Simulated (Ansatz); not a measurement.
# PtSe2 (Sudovikovite, P-3m1): zone-centre modes under pressure

Aim: how do the optical modes of PtSe2 (Sudovikovite, P-3m1) move with volume?

Calculated with Ansatz 0.2.0; DFT PBE+D3(BJ), scalar-relativistic, plane waves, PAW; PAW set soft_1.

Most raw output is cut from this account.

The database entry behind the starting cell has ideal inner coordinates that were not refined, so it need not match the best structure at ambient conditions.

## Step 1: The starting structure

The structure is trigonal, space group P-3m1 (No. 164). Conventional cell: a = 3.724 Å, b = 3.724 Å, c = 5.062 Å, α = 90.00°, β = 90.00°, γ = 120.00°. Nearest to Se lie 3 Pt at 2.49 Å. Nearest to Pt lie 6 Se at 2.49 Å. Farther neighbours and most contacts between anions are not listed.

## Step 2: A rough relaxation first

A rough relaxation comes first, because large forces or stress need no tight tolerances yet.

Input file input.yaml:

```yaml
crystal:
  lattice:
    - [3.724, 0.0, 0.0]
    - [-1.862, 3.2250786037, 0.0]
    - [0.0, 0.0, 5.062]
  atoms:
    - { symbol: Se, position: [0.33333333, 0.66666667, 0.25] }
    - { symbol: Se, position: [0.66666667, 0.33333333, 0.75] }
    - { symbol: Pt, position: [0.0, 0.0, 0.0] }
kpoints:
  mp_grid: { grid: [6, 6, 4] }
hamiltonian:
  xc: pbe
  dispersion: d3bj
  pseudopotentials: { kind: paw, azcp: { folder: soft_1 } }
scf:
  occupations: { method: gaussian, width: 0.1 }
output:
  forces: true
  stress: true
  eigenvalues: true
relax:
  adjacent_minimum: "off"
  f_tol: 0.05
  max_steps: 80
  cell: { stress_tol: 0.5 }
```

The run is started by

```console
$ ansatz run input.yaml --threads 4 --pin off --max-ram 10240MiB --backend cpu --events-out ev --progress --plain --runs-dir out
```

Elapsed: 7.7 s, on 4 threads of Intel Xeon at 2.70GHz, shared host; peak memory 0.41 GiB; 23 s of CPU time.

Step by step:

| step | energy less that of the first step (eV) | largest force component (eV/Å) | pressure (GPa) | volume (Å³) |
| --- | --- | --- | --- | --- |
| 1 | 0.0000 | 0.6008 | 3.49 | 60.80 |
| 2 | -0.0172 | 0.5937 | -1.06 | 58.94 |
| 3 | -0.0475 | 0.0075 | -0.82 | 60.44 |
| 4 | -0.0503 | 0.0067 | -0.03 | 59.70 |
| 5* | -0.0501 | 0.0068 | -0.03 | 59.70 |

Relaxation steps marked * repeat the geometry before them on a plane-wave basis chosen anew for their cell, so energy and pressure can jump there.

Forces are held to the 12 operations that the run works with; a distortion that breaks them can't arise in this run.

| conventional cell, symmetrised | before | after | change |
| --- | --- | --- | --- |
| a (Å) | 3.724 | 3.764 | +1.1 % |
| b (Å) | 3.724 | 3.764 | +1.1 % |
| c (Å) | 5.062 | 4.864 | -3.9 % |
| volume (Å³/atom) | 20.27 | 19.90 | -1.8 % |

The atoms that moved most (Å, as changes of fractional coordinates times the final cell):

| atom | dx | dy | dz | length |
| --- | --- | --- | --- | --- |
| Se1 | 0.000 | 0.000 | 0.070 | 0.070 |
| Se2 | 0.000 | 0.000 | -0.070 | 0.070 |

Final coordinates:

```xyz
3
Lattice="3.7645 0.0000 0.0000 -1.8822 3.2601 0.0000 0.0000 0.0000 4.8643" Properties=species:S:1:pos:R:3 pbc="T T T"
Se    0.0000    2.1734    1.2865
Se    1.8822    1.0867    3.5778
Pt    0.0000    0.0000    0.0000
```

Numbers from this step:

* pressure: -0.03082 GPa
* volume per atom: 19.90 Å³
* gap on the k-mesh: 0 eV

In this step the volume went from 20.27 to 19.90 Å³/atom.

## Step 3: Bringing the structure to rest

The cell and atoms are relaxed, since residual forces and stress would shift the frequencies.

input.yaml, the sections that differ from step 2:

```yaml
crystal:
  lattice:
    - [3.7644886302, 0.0, 0.0]
    - [-1.8822443151, 3.260142786, 0.0]
    - [0.0, 0.0, 4.8643362539]
  atoms:
    - { symbol: Se, position: [0.3333333333, 0.6666666667, 0.2644842183] }
    - { symbol: Se, position: [0.6666666667, 0.3333333333, 0.7355157817] }
    - { symbol: Pt, position: [0.0, 0.0, 0.0] }
kpoints:
  mp_grid: { grid: [15, 15, 10] }
relax:
  adjacent_minimum: "off"
  f_tol: 0.005
  max_steps: 80
  cell: { stress_tol: 0.05 }
# hamiltonian, scf, output: as in step 2
```

The job ended after 44 s (4 threads; peak memory 0.67 GiB; 2.7 min of CPU time).

Relaxation path:

| step | energy less that of the first step (eV) | largest force component (eV/Å) | pressure (GPa) | volume (Å³) |
| --- | --- | --- | --- | --- |
| 1 | 0.0000 | 0.0037 | -0.07 | 59.70 |
| 2 | -0.0008 | 0.0072 | 0.00 | 59.45 |
| 3 | -0.0008 | 0.0158 | 0.01 | 59.30 |
| 4 | -0.0008 | 0.0009 | -0.01 | 59.40 |
| 5* | -0.0008 | 0.0009 | -0.01 | 59.40 |

Relaxation steps marked * repeat the geometry before them on a plane-wave basis chosen anew for their cell, so energy and pressure can jump there. Relaxation step 3 was tried and not accepted.

Forces are held to the 12 operations that the run works with; a distortion that breaks them can't arise in this run.

| conventional cell, symmetrised | before | after | change |
| --- | --- | --- | --- |
| a (Å) | 3.764 | 3.772 | +0.2 % |
| b (Å) | 3.764 | 3.772 | +0.2 % |
| c (Å) | 4.864 | 4.822 | -0.9 % |
| volume (Å³/atom) | 19.90 | 19.80 | -0.5 % |

Final coordinates:

```
Se Pt
1.0
     3.77150    0.00000    0.00000
    -1.88575    3.26622    0.00000
     0.00000    0.00000    4.82192
Se Pt
2 1
Direct
  0.33333 0.66667 0.26552
  0.66667 0.33333 0.73448
  0.00000 0.00000 0.00000
```

This step gave:

```
pressure        : -0.008198 GPa
volume per atom : 19.80 Å³
```

In this step the volume went from 19.90 to 19.80 Å³/atom.

## Step 4: Tight relaxation

Phonons need small forces and stress, so the relaxation is finished with tight tolerances on 15×15×10 k points.

input.yaml, the sections that differ from step 3:

```yaml
crystal:
  lattice:
    - [3.7715031259, 0.0, 0.0]
    - [-1.8857515629, 3.2662175175, 0.0]
    - [0.0, 0.0, 4.8219238429]
  atoms:
    - { symbol: Se, position: [0.3333333333, 0.6666666667, 0.2655211137] }
    - { symbol: Se, position: [0.6666666667, 0.3333333333, 0.7344788863] }
    - { symbol: Pt, position: [0.0, 0.0, 0.0] }
scf:
  occupations: { method: methfessel_paxton, width: 0.2 }
relax:
  adjacent_minimum: "off"
  f_tol: 0.001
  max_steps: 60
  cell: { stress_tol: 0.01 }
# kpoints, hamiltonian, output: as in step 3
```

Elapsed: 37 s, on 4 threads; peak memory 0.68 GiB.

Little changed from the start: no atom moved by 0.005 Å and no cell edge by 0.1 %.

This step gave:

* pressure: -8.62e-4 GPa
* volume per atom: 19.79 Å³

The largest force component left is 0.10 meV/Å and the pressure is -0.001 GPa, within the tolerances set. The cell now holds 19.79 Å³/atom.

## Step 5: Zone-centre response at rest

Phonons follow from the second derivative of the energy, found here by linear response.

The modes at rest are the reference of the series.

input.yaml, the sections that differ from step 4:

```yaml
crystal:
  lattice:
    - [3.7718652798, 0.0, 0.0]
    - [-1.8859326399, 3.266531152, 0.0]
    - [0.0, 0.0, 4.8183505598]
  atoms:
    - { symbol: Se, position: [0.3333333333, 0.6666666667, 0.2656428092] }
    - { symbol: Se, position: [0.6666666667, 0.3333333333, 0.7343571908] }
    - { symbol: Pt, position: [0.0, 0.0, 0.0] }
output:
  eigenvalues: true
phonons:
  method: dfpt
# kpoints, hamiltonian, scf: as in step 4
# relax: removed
```

Run time: 2.7 min. Hardware: 4 threads; peak memory 3.2 GiB; 9.3 min of CPU time.

This step gave:

- sum-rule residual before enforcement: 4.03e-5 eV/Å²
- point group: -3m
- highest optical mode at the zone centre (no LO-TO term): 216.5 cm⁻¹
- lowest optical zone-centre mode: 160.5 cm⁻¹

Patterns of degenerate modes are one choice out of their space. Modes at Γ, with each element's share of the kinetic energy:

| mode | frequency (cm⁻¹) | symmetry | Se % | Pt % |
| --- | --- | --- | --- | --- |
| 1 | 0.0 | acoustic | 45 | 55 |
| 2 | 0.0 | acoustic | 45 | 55 |
| 3 | 0.0 | acoustic | 45 | 55 |
| 4 | 160.5 | Eg | 100 | 0 |
| 5 | 160.5 | Eg | 100 | 0 |
| 6 | 203.4 | A1g | 100 | 0 |
| 7 | 211.7 | Eu | 55 | 45 |
| 8 | 211.7 | Eu | 55 | 45 |
| 9 | 216.5 | A2u | 55 | 45 |

Displacements in mode 5 (160.5 cm⁻¹), the largest set to 1:
```
Se1  0.00 -1.00  0.00
Se2  0.00  1.00  0.00
Pt3  0.00  0.00  0.00
```

Displacements in mode 6 (203.4 cm⁻¹), the largest set to 1:
```
Se1  0.00  0.00 -1.00
Se2  0.00  0.00  1.00
Pt3  0.00  0.00  0.00
```

Before it was imposed, the acoustic sum rule was missed by 4.0e-5 eV/Å². Small misses are needed for a sound result but don't prove that mesh and cutoff are converged. The lowest optical mode is real, 160 cm⁻¹.

## Step 6: Relaxation of a member: 1.06 times the volume at rest

The cell is set to 1.06 times the volume at rest, and shape and atoms relax at that volume.

input.yaml, the sections that differ from step 5:

```yaml
crystal:
  lattice:
    - [3.8048238141, 0.0, 0.0]
    - [-1.9024119071, 3.2950740799, 0.0]
    - [0.0, 0.0, 5.0193502536]
  atoms:
    - { symbol: Se, position: [0.3333333333, 0.6666666667, 0.2577045983] }
    - { symbol: Se, position: [0.6666666667, 0.3333333333, 0.7422954017] }
    - { symbol: Pt, position: [0.0, 0.0, 0.0] }
output:
  forces: true
  stress: true
  eigenvalues: true
relax:
  adjacent_minimum: "off"
  f_tol: 0.001
  max_steps: 60
  cell: { stress_tol: 0.01, fix: [volume] }
# kpoints, hamiltonian, scf: as in step 5
# phonons: removed
```

It took 42 s on 4 threads; peak memory 0.7 GiB; 2.5 min of CPU time.

Step by step:

| step | energy less that of the first step (eV) | largest force component (eV/Å) | pressure (GPa) | volume (Å³) |
| --- | --- | --- | --- | --- |
| 1 | 0.0000 | 0.1931 | -3.86 | 62.93 |
| 2 | -0.0016 | 0.2133 | -1.44 | 62.93 |
| 3 | -0.0059 | 0.0016 | -2.38 | 62.93 |
| 4 | -0.0059 | 0.0014 | -2.30 | 62.93 |
| 5 | -0.0059 | 0.0000 | -2.26 | 62.93 |
| 6* | -0.0059 | 0.0000 | -2.26 | 62.93 |

Relaxation steps marked * repeat the geometry before them on a plane-wave basis chosen anew for their cell, so energy and pressure can jump there.

Forces are held to the 12 operations that the run works with; a distortion that breaks them can't arise in this run.

| conventional cell, symmetrised | before | after | change |
| --- | --- | --- | --- |
| a (Å) | 3.805 | 3.782 | -0.6 % |
| b (Å) | 3.805 | 3.782 | -0.6 % |
| c (Å) | 5.019 | 5.081 | +1.2 % |
| volume (Å³/atom) | 20.98 | 20.98 | +0.0 % |

The atoms that moved most (Å, as changes of fractional coordinates times the final cell):

| atom | dx | dy | dz | length |
| --- | --- | --- | --- | --- |
| Se1 | 0.000 | 0.000 | -0.021 | 0.021 |
| Se2 | 0.000 | 0.000 | 0.021 | 0.021 |

Final coordinates:

```
Se Pt
1.0
     3.78162    0.00000    0.00000
    -1.89081    3.27498    0.00000
     0.00000    0.00000    5.08113
Se Pt
2 1
Direct
  0.33333 0.66667 0.25350
  0.66667 0.33333 0.74650
  0.00000 0.00000 0.00000
```

This step gave:

| Item | Value |
| --- | --- |
| pressure | -2.263 GPa |
| volume per atom | 20.98 Å³ |

The largest force component left is 0.015 meV/Å, at a pressure of -2.26 GPa.

## Step 7: Modes of this member: 1.06 times the volume at rest

The zone-centre modes follow for 1.06 times the volume at rest.

input.yaml, the sections that differ from step 6:

```yaml
crystal:
  lattice:
    - [3.7816208409, 0.0, 0.0]
    - [-1.8908104205, 3.2749797157, 0.0]
    - [0.0, 0.0, 5.0811338903]
  atoms:
    - { symbol: Se, position: [0.3333333333, 0.6666666667, 0.2535036381] }
    - { symbol: Se, position: [0.6666666667, 0.3333333333, 0.7464963619] }
    - { symbol: Pt, position: [0.0, 0.0, 0.0] }
output:
  eigenvalues: true
phonons:
  method: dfpt
# kpoints, hamiltonian, scf: as in step 6
# relax: removed
```

Elapsed: 2 min, on 4 threads; peak memory 3.4 GiB; 7 min of CPU time.

This step gave:

```
sum-rule residual before enforcement                    : 3.13e-5 eV/Å²
highest optical mode at the zone centre (no LO-TO term) : 215.1 cm⁻¹
lowest optical zone-centre mode                         : 160.7 cm⁻¹
```

Patterns of degenerate modes are one choice out of their space. Modes at Γ, with each element's share of the kinetic energy:

| mode | frequency (cm⁻¹) | symmetry | Se % | Pt % |
| --- | --- | --- | --- | --- |
| 1 | 0.0 | acoustic | 45 | 55 |
| 2 | 0.0 | acoustic | 45 | 55 |
| 3 | 0.0 | acoustic | 45 | 55 |
| 4 | 160.7 | Eg | 100 | 0 |
| 5 | 160.7 | Eg | 100 | 0 |
| 6 | 195.3 | A1g | 100 | 0 |
| 7 | 206.1 | Eu | 55 | 45 |
| 8 | 206.1 | Eu | 55 | 45 |
| 9 | 215.1 | A2u | 55 | 45 |

The lowest optical mode is real, 161 cm⁻¹, and the highest lies at 215.1 cm⁻¹.

## Step 8: Relaxation of a member: 0.9 times the volume at rest

The cell is set to 0.9 times the volume at rest, and shape and atoms relax at that volume.

input.yaml, the sections that differ from step 7:

```yaml
crystal:
  lattice:
    - [3.7022287316, 0.0, 0.0]
    - [-1.8511143658, 3.2062241322, 0.0]
    - [0.0, 0.0, 4.5011838794]
  atoms:
    - { symbol: Se, position: [0.3333333333, 0.6666666667, 0.2790368655] }
    - { symbol: Se, position: [0.6666666667, 0.3333333333, 0.7209631345] }
    - { symbol: Pt, position: [0.0, 0.0, 0.0] }
output:
  forces: true
  stress: true
  eigenvalues: true
relax:
  adjacent_minimum: "off"
  f_tol: 0.001
  max_steps: 60
  cell: { stress_tol: 0.01, fix: [volume] }
# kpoints, hamiltonian, scf: as in step 7
# phonons: removed
```

Run time: 26 s. Hardware: 4 threads; peak memory 0.64 GiB; 94 s of CPU time.

The steps of the relaxation:

| step | energy less that of the first step (eV) | largest force component (eV/Å) | pressure (GPa) | volume (Å³) |
| --- | --- | --- | --- | --- |
| 1 | 0.0000 | 0.2220 | 11.01 | 53.43 |
| 2 | -0.0020 | 0.1807 | 9.16 | 53.43 |
| 3 | -0.0042 | 0.0019 | 9.85 | 53.43 |
| 4 | -0.0042 | 0.0001 | 9.87 | 53.43 |
| 5* | -0.0042 | 0.0001 | 9.87 | 53.43 |

Relaxation steps marked * repeat the geometry before them on a plane-wave basis chosen anew for their cell, so energy and pressure can jump there.

Forces are held to the 12 operations that the run works with; a distortion that breaks them can't arise in this run.

| conventional cell, symmetrised | before | after | change |
| --- | --- | --- | --- |
| a (Å) | 3.702 | 3.715 | +0.4 % |
| b (Å) | 3.702 | 3.715 | +0.4 % |
| c (Å) | 4.501 | 4.469 | -0.7 % |
| volume (Å³/atom) | 17.81 | 17.81 | -0.0 % |

The atoms that moved most (Å, as changes of fractional coordinates times the final cell):

| atom | dx | dy | dz | length |
| --- | --- | --- | --- | --- |
| Se1 | 0.000 | 0.000 | 0.013 | 0.013 |
| Se2 | 0.000 | 0.000 | -0.013 | 0.013 |

Final coordinates:

```xyz
3
Lattice="3.7154 0.0000 0.0000 -1.8577 3.2176 0.0000 0.0000 0.0000 4.4694" Properties=species:S:1:pos:R:3 pbc="T T T"
Se    0.0000    2.1451    1.2602
Se    1.8577    1.0725    3.2092
Pt    0.0000    0.0000    0.0000
```

This step gave:

```
pressure        : 9.872 GPa
volume per atom : 17.81 Å³
```

The largest force component left is 0.10 meV/Å, at a pressure of 9.87 GPa.

## Step 9: Zone-centre modes of the member: 0.9 times the volume at rest

The zone-centre modes follow for 0.9 times the volume at rest.

input.yaml, the sections that differ from step 8:

```yaml
crystal:
  lattice:
    - [3.7153663919, 0.0, 0.0]
    - [-1.8576831959, 3.2176016797, 0.0]
    - [0.0, 0.0, 4.4694074855]
  atoms:
    - { symbol: Se, position: [0.3333333333, 0.6666666667, 0.281970411] }
    - { symbol: Se, position: [0.6666666667, 0.3333333333, 0.718029589] }
    - { symbol: Pt, position: [0.0, 0.0, 0.0] }
output:
  eigenvalues: true
phonons:
  method: dfpt
# kpoints, hamiltonian, scf: as in step 8
# relax: removed
```

Wall time 2 min (4 threads); peak memory 3 GiB.

Numbers from this step:

```
sum-rule residual before enforcement                    : 6.86e-5 eV/Å²
highest optical mode at the zone centre (no LO-TO term) : 233.6 cm⁻¹
lowest optical zone-centre mode                         : 172.4 cm⁻¹
```

Patterns of degenerate modes are one choice out of their space. Modes at Γ, with each element's share of the kinetic energy:

| mode | frequency (cm⁻¹) | symmetry | Se % | Pt % |
| --- | --- | --- | --- | --- |
| 1 | 0.0 | acoustic | 45 | 55 |
| 2 | 0.0 | acoustic | 45 | 55 |
| 3 | 0.0 | acoustic | 45 | 55 |
| 4 | 172.4 | Eg | 100 | 0 |
| 5 | 172.4 | Eg | 100 | 0 |
| 6 | 228.6 | A2u | 55 | 45 |
| 7 | 232.9 | A1g | 100 | 0 |
| 8 | 233.6 | Eu | 55 | 45 |
| 9 | 233.6 | Eu | 55 | 45 |

The lowest optical mode is real, 172 cm⁻¹, and the highest lies at 233.6 cm⁻¹.

## Step 10: All members side by side

The members are set side by side, also those not shown above.

Each row is one cell with its response, relaxed at fixed volume as far as symmetry leaves anything free; energies are extrapolated to zero smearing, and E0 is that at rest; shape and atoms are relaxed in each cell where symmetry leaves them free; all runs use 15×15×10 k points and Methfessel-Paxton smearing of 0.2 eV. State of the crystal along the series:

| volume ratio | V (Å³/atom) | pressure (GPa) | E - E0 (meV/atom) | first cell vector (Å) | third cell vector (Å) |
| --- | --- | --- | --- | --- | --- |
| 0.9 | 17.81 | 9.872 | 51.9 | 3.715 | 4.469 |
| 0.92 | 18.21 | 7.185 | 30.89 | 3.729 | 4.534 |
| 0.94 | 18.6 | 4.862 | 16.11 | 3.743 | 4.601 |
| 0.96 | 19 | 2.906 | 6.613 | 3.754 | 4.67 |
| 0.98 | 19.39 | 1.295 | 1.517 | 3.764 | 4.742 |
| 0.99 | 19.59 | 0.6091 | 0.3601 | 3.768 | 4.78 |
| 1 | 19.79 | -8.62e-4 | 0 | 3.772 | 4.818 |
| 1.02 | 20.18 | -1.002 | 1.301 | 3.777 | 4.9 |
| 1.04 | 20.58 | -1.748 | 4.741 | 3.781 | 4.988 |
| 1.06 | 20.98 | -2.263 | 9.73 | 3.782 | 5.081 |

Each mode is tracked from rest by its pattern, and modes that stay within 0.3 cm⁻¹ of each other stand once; shape and atoms are relaxed in each cell where symmetry leaves them free; all runs use 15×15×10 k points and Methfessel-Paxton smearing of 0.2 eV. Optical modes along the series:

| V (Å³/atom) | mode 4 Eg (cm⁻¹) | mode 6 A1g (cm⁻¹) | mode 7 Eu (cm⁻¹) | mode 9 A2u (cm⁻¹) |
| --- | --- | --- | --- | --- |
| 17.81 | 172.4 | 232.9 | 233.6 | 228.6 |
| 18.21 | 169.9 | 228 | 228.3 | 225.3 |
| 18.6 | 166.8 | 221.4 | 223.3 | 222.4 |
| 19 | 163.9 | 214.5 | 218.8 | 219.9 |
| 19.39 | 161.8 | 208.5 | 214.9 | 218 |
| 19.59 | 161.1 | 205.8 | 213.2 | 217.2 |
| 19.79 | 160.5 | 203.4 | 211.7 | 216.5 |
| 20.18 | 160 | 199.7 | 209.2 | 215.6 |
| 20.58 | 160.1 | 197.2 | 207.4 | 215.1 |
| 20.98 | 160.7 | 195.3 | 206.1 | 215.1 |

From cubic fits (parabolas where under five rows exist) of ln ω and P against ln V through the rows within about 4 % of rest: γ = −d ln ω / d ln V and dω/dP = γ ω / B. Slopes at rest:

| mode | fitted frequency at rest (cm⁻¹) | Grüneisen parameter γ | dω/dP (cm⁻¹/GPa) |
| --- | --- | --- | --- |
| mode 4 Eg | 160.5 | 0.27 | 0.77 |
| mode 6 A1g | 203.5 | 1.08 | 3.85 |
| mode 7 Eu | 211.7 | 0.67 | 2.49 |
| mode 9 A2u | 216.5 | 0.27 | 1.04 |

## Step 11: Summary of results

- members: 10
- highest optical mode at the zone centre (no LO-TO term), at rest: 216.5 cm⁻¹
- bulk modulus at rest: 57.1 GPa
- mode 4 Eg, γ: 0.27
- mode 6 A1g, γ: 1.08
- mode 7 Eu, γ: 0.67
- mode 9 A2u, γ: 0.27

In words: The series spans -2.3 to 9.9 GPa, and the slope at rest gives a bulk modulus of 57 GPa. Among the modes in the table of slopes γ runs from 0.27 (mode 4 Eg) to 1.08 (mode 6 A1g). One k mesh and one cutoff serve the ground states and modes of all volumes. These are harmonic frequencies at zero temperature: anharmonic shifts, linewidths and thermal expansion are left out. Spin-orbit coupling is left out, which can matter for the heavy elements here. With no gap, or one that is small against the smearing, the frequencies hang on the k mesh and the smearing, most of all near Kohn anomalies. A semilocal functional can close a gap that the real compound would have, so the metallic treatment may be an artefact of the level. In the phonons the program holds the C6 weights of the dispersion term fixed, leaving out their change with coordination. Only the zone centre was solved, so an instability at another wavevector cannot show here.

[Logs are printed without paths, hosts, clocks, repeated set-up lines and the standing remarks that a program may print on its own settings, such as how far it seeks lower states.]

[Hosts, paths, dates, database ids (printed as entryN), source tags and the programs' standing remarks are cut or masked in the printed files.]
